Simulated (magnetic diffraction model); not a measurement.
**TmCr₄GaCo below its ordering temperature**

Space group P4/mmm (no. 123), a = 3.8510 Å, c = 6.3140 Å.

```
site  atom    x    y       z
  1a    Tm    0    0       0
  1c    Ga  1/2  1/2       0
  1b    Co    0    0     1/2
  4i    Cr  1/2    0  0.6939
```

The compound is invented for this exercise: a known structure type with other elements, its cell scaled to their sizes and not relaxed.

Only Tm is taken to order (form factors of Tm3+); orders and moment sizes are assumed, and not adapted to the symmetry. Radiation: neutrons of λ = 2.52 Å, 5° to 80°; isotropic B of 0.22 Å² (Tm), 0.39 Å² (Ga), 0.34 Å² (Co) and 0.33 Å² (Cr). The intensities are simulated: I ∝ L Σ (|F_N|² + |F_M⊥|²) for unpolarised neutrons, with F_M = 2.695 fm/μB × Σ f(s) S exp(2πi Q·r) exp(−B s²) at Q = H ± k (one set where k and −k are equivalent), only the part normal to Q counting and L = 1/(sin²θ cos θ). For collinear order S is the moment m, which repeats by lattice and centring translations R with the sign exp(−2πi k·R). Form factors are spin-only for 3d ions and dipole or tabulated for f ions, scattering lengths are Sears's of 1992, and absorption is left out. A label names one of the reflections at its angle. The strongest nuclear line in the range is 100, and lines under 0.2 are left out.

Above the ordering temperature:

```
2θ (°)    index      I
 23.02  (0 0 1)   11.8
 38.20  (1 0 0)    1.0
 45.07  (1 0 1)    2.0
 47.05  (0 0 2)    2.2
 55.12  (1 1 0)    0.6
 60.52  (1 1 1)   49.9
 62.14  (1 0 2)    0.9
 73.55  (0 0 3)   19.9
 75.33  (1 1 2)  100.0
```

Below it (cell unchanged):

```
2θ (°)      I
 23.02   76.8
 38.20   24.2
 45.07   44.1
 47.05   17.4
 55.12   11.5
 60.52   70.9
 62.14   28.4
 73.55   26.1
 75.33  116.9
```

**Question.** Find the propagation vector, then choose among these models:
A. collinear moments along [111], 6.1 μB on Tm
B. collinear moments along [110], 6.1 μB on Tm
C. collinear moments along [100], 6.1 μB on Tm

No line moves, and magnetic intensity falls on nuclear lines such as the one at 23.02°, so the magnetic cell equals the chemical primitive cell: k = 0.

Magnetic intensity, observed (below minus above) and for each model:

| 2θ (°) | index | observed | A | B | C |
| --- | --- | --- | --- | --- | --- |
| 23.02 | (0 0 1) | 65.0 | 27.7 | 65.0 | 65.0 |
| 38.20 | (1 0 0) | 23.2 | 36.5 | 23.2 | 23.2 |
| 45.07 | (1 0 1) | 42.0 | 45.6 | 42.0 | 42.0 |
| 47.05 | (0 0 2) | 15.2 | 6.5 | 15.2 | 15.2 |
| 55.12 | (1 1 0) | 11.0 | 17.2 | 11.0 | 11.0 |
| 60.52 | (1 1 1) | 21.0 | 26.5 | 21.0 | 21.0 |
| 62.14 | (1 0 2) | 27.5 | 19.7 | 27.5 | 27.5 |
| 73.55 | (0 0 3) | 6.2 | 2.6 | 6.2 | 6.2 |

Models B and C match alike on every line, so these data can't choose among them (such ties are often domains of one structure): a powder sees only the angle between collinear moments and the unique axis of a uniaxial spin configuration, and no direction at all where the configuration is cubic.

The structure used: k = (0 0 0), collinear moments along [110], 6.1 μB on Tm.

[Logs are printed without paths, hosts, clocks, repeated set-up lines and the standing remarks that a program may print on its own settings, such as how far it seeks lower states.]
